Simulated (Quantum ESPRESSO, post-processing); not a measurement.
# Al(110), stepped through the number of layers, part 2 of 2

Aim: how the results for Al(110) change with the number of layers.

Quantum ESPRESSO 7.5; plane-wave DFT, PBE, GBRV ultrasoft pseudopotentials.

So far. Step 8 (Relaxing the ions, 12 layers): The relaxation lowers the energy by 2 meV an atom. On the free atoms the largest force ends at 0.008 eV/Å. Step 9 (Self-consistent run, 12 layers): Inside the slab this potential holds the local part of the pseudopotentials, which can be repulsive at the nuclei; only its value in the vacuum has a meaning of its own.

## 10. Relaxation with pw.x, 14 layers

System of this step: Al(110), 14 layers. The cell holds 14 atoms: 14 Al. Its edges and angles: a = 4.040 Å, b = 2.856 Å, c = 34.525 Å, α = 90.0°, β = 90.0°, γ = 90.0°. It derives from Al. Vacuum lies along c.

File m7.relax.in:

```
&control
  prefix = 'm7.relax'
  outdir = './out'
  pseudo_dir = './pseudo'
  nstep = 40
  forc_conv_thr = 0.001
  calculation = 'relax'
/
&system
  ibrav = 0
  nat = 14
  ntyp = 1
  ecutwfc = 40
  ecutrho = 200
  occupations = 'smearing'
  smearing = 'mv'
  degauss = 0.02
/
&electrons
  conv_thr = 1e-08
  mixing_beta = 0.4
  electron_maxstep = 120
  mixing_mode = 'local-TF'
/
&ions
/
ATOMIC_SPECIES
  Al  26.9815  al_pbe_v1.uspp.F.UPF
CELL_PARAMETERS angstrom
  4.03954959800000 0.00000000000000 0.00000000000000
  0.00000000000000 2.85639291368519 0.00000000000000
  0.00000000000000 0.00000000000000 34.52526840018832
ATOMIC_POSITIONS crystal
  Al  0.500000000000 0.500000000000 0.231116443126
  Al  0.000000000000 0.000000000000 0.272483144183
  Al  0.500000000000 0.500000000000 0.313849845241 0 0 0
  Al  0.000000000000 0.000000000000 0.355216546299 0 0 0
  Al  0.500000000000 0.500000000000 0.396583247356 0 0 0
  Al  0.000000000000 0.000000000000 0.437949948414 0 0 0
  Al  0.500000000000 0.500000000000 0.479316649471 0 0 0
  Al  0.000000000000 0.000000000000 0.520683350529 0 0 0
  Al  0.500000000000 0.500000000000 0.562050051586 0 0 0
  Al  0.000000000000 0.000000000000 0.603416752644 0 0 0
  Al  0.500000000000 0.500000000000 0.644783453701 0 0 0
  Al  0.000000000000 0.000000000000 0.686150154759 0 0 0
  Al  0.500000000000 0.500000000000 0.727516855817
  Al  0.000000000000 0.000000000000 0.768883556874
K_POINTS automatic
  8 12 1 0 0 0
```

Started as:

```bash
$ OMP_NUM_THREADS=1 mpirun -n 4 pw.x -nk 4 -in m7.relax.in > m7.relax.out
```

Run time: 12 min. Hardware: 4 MPI ranks of Arm Neoverse V1, shared host; peak memory 0.8 GiB.

Step by step:

```csv
step,energy less that of the first step (eV),largest force (eV/Å)
1,0.0000,0.1777
2,-0.0024,0.1654
3,-0.0049,0.1516
4,-0.0081,0.1310
5,-0.0119,0.0996
6,-0.0153,0.0514
7,-0.0162,0.0105
```

The atoms that moved most (Å):

```csv
atom,dx,dy,dz,length
Al14,0.000,0.000,-0.048,0.048
Al1,0.000,0.000,0.048,0.048
Al13,0.000,0.000,0.044,0.044
Al2,0.000,0.000,-0.044,0.044
```

The relaxed structure:

```cif
data_structure
_symmetry_space_group_name_H-M 'P 1'
_symmetry_Int_Tables_number 1
_cell_length_a 4.0395
_cell_length_b 2.8564
_cell_length_c 34.5253
_cell_angle_alpha 90.000
_cell_angle_beta 90.000
_cell_angle_gamma 90.000
_cell_volume 398.37
loop_
_atom_site_label
_atom_site_type_symbol
_atom_site_fract_x
_atom_site_fract_y
_atom_site_fract_z
_atom_site_occupancy
Al1 Al 0.50000 0.50000 0.23251 1
Al2 Al 0.00000 0.00000 0.27121 1
Al3 Al 0.50000 0.50000 0.31385 1
Al4 Al 0.00000 0.00000 0.35522 1
Al5 Al 0.50000 0.50000 0.39658 1
Al6 Al 0.00000 0.00000 0.43795 1
Al7 Al 0.50000 0.50000 0.47932 1
Al8 Al 0.00000 0.00000 0.52068 1
Al9 Al 0.50000 0.50000 0.56205 1
Al10 Al 0.00000 0.00000 0.60342 1
Al11 Al 0.50000 0.50000 0.64478 1
Al12 Al 0.00000 0.00000 0.68615 1
Al13 Al 0.50000 0.50000 0.72879 1
Al14 Al 0.00000 0.00000 0.76749 1
```

The relaxation lowers the energy by 1 meV an atom. On the free atoms the largest force ends at 0.011 eV/Å.

Numbers from this step:

* free energy: -1276.1421 eV
* Fermi energy: 2.975 eV

## 11. Self-consistent run, 14 layers

File m7.esm.in:

```
&control
  prefix = 'm7.esm'
  outdir = './out'
  pseudo_dir = './pseudo'
  calculation = 'scf'
  tprnfor = .true.
/
&system
  ibrav = 0
  nat = 14
  ntyp = 1
  ecutwfc = 40
  ecutrho = 200
  occupations = 'smearing'
  smearing = 'mv'
  degauss = 0.02
  assume_isolated = 'esm'
  esm_bc = 'bc1'
/
&electrons
  conv_thr = 1e-08
  mixing_beta = 0.25
  electron_maxstep = 160
  mixing_mode = 'local-TF'
  mixing_ndim = 12
/
ATOMIC_SPECIES
  Al  26.9815  al_pbe_v1.uspp.F.UPF
CELL_PARAMETERS angstrom
  4.03954959800000 0.00000000000000 0.00000000000000
  0.00000000000000 2.85639291368519 0.00000000000000
  0.00000000000000 0.00000000000000 34.52526840018832
ATOMIC_POSITIONS crystal
  Al  0.500000000000 0.500000000000 -0.267489074900
  Al  0.000000000000 0.000000000000 -0.228794837500
  Al  0.500000000000 0.500000000000 -0.186150154800
  Al  0.000000000000 0.000000000000 -0.144783453700
  Al  0.500000000000 0.500000000000 -0.103416752600
  Al  0.000000000000 0.000000000000 -0.062050051600
  Al  0.500000000000 0.500000000000 -0.020683350500
  Al  0.000000000000 0.000000000000 0.020683350500
  Al  0.500000000000 0.500000000000 0.062050051600
  Al  0.000000000000 0.000000000000 0.103416752600
  Al  0.500000000000 0.500000000000 0.144783453700
  Al  0.000000000000 0.000000000000 0.186150154800
  Al  0.500000000000 0.500000000000 0.228794837500
  Al  0.000000000000 0.000000000000 0.267489074900
K_POINTS automatic
  8 12 1 0 0 0
```

Started as:

```bash
$ OMP_NUM_THREADS=1 mpirun -n 4 pw.x -nk 4 -in m7.esm.in > m7.esm.out
```

The job ended after 5 min (4 MPI ranks; peak memory 0.79 GiB; 20 min of CPU time).

This step gave:

```
Fermi energy                                                   : -4.043 eV
vacuum line at the lower end of the cell, over the Fermi level : 4.043 eV
vacuum line at the upper end of the cell, over the Fermi level : 4.043 eV
```

Inside the slab this potential holds the local part of the pseudopotentials, which can be repulsive at the nuclei; only its value in the vacuum has a meaning of its own.

## 12. The series side by side

The series in one table:

```csv
the number of layers,energy (eV),work function (eV)
4 layers,-363.7256,4.153
5 layers,-454.9551,4.026
6 layers,-546.0950,3.943
7 layers,-637.3956,3.991
8 layers,-728.7249,4.164
10 layers,-911.2123,4.047
12 layers,-1093.7255,3.999
14 layers,-1276.1421,4.043
```

## 13. A check by hand

γ = intercept/(2A) = 1.3428 eV / (2 × 11.539 Å²) × 16.02 = 0.93 J/m².

## 14. What came out

| Property | Result |
| --- | --- |
| surface energy from the intercept | 0.93 J/m² |
| work function at 14 layers | 4.04 eV |

**Reading.** The series holds 8 members; surface energy from the intercept: 0.93 J/m²; work function at 14 layers: 4.04 eV (PBE, GBRV ultrasoft). A line through the energies of all but the thinnest slab has a slope of -91.2524 eV a layer and leaves residuals that spread over 125 meV, worth 0.09 J/m². The bulk run gives -91.2657 eV a layer, -13.3 meV from that slope; used for the thickest slab it would give 1.10 J/m². The work function spans 3.94 to 4.16 eV and over the last three members 0.05 eV. Unreconstructed faces. One mesh, so part of the swing with thickness is sampling.

Computed beside measured:

| quantity | measured | PBE, 14 layers |
| --- | --- | --- |
| work function (clean (110) face) (eV) | 4.23 | 4.04 (-0.19 eV) |

Measured values from arxiv:1702.08515 (2017).

How well it matches: The work function is off by -0.19 eV: fair agreement. The grades are ours: good and fair within 3 and 7 % for the work function. Other measurements of the same face can differ from the value quoted by 0.1 to 0.2 eV.

[Logs are printed without paths, hosts, clocks, repeated set-up lines and the standing remarks that a program may print on its own settings, such as how far it seeks lower states.]

[Hosts, paths, dates, database ids (printed as entryN), source tags and the programs' standing remarks are cut or masked in the printed files.]

[Maps of the electrostatic potential energy from Ansatz leave out the sawtooth potential of an applied field or a dipole correction, so their vacuum need not be flat; planar profiles and work functions include it.]
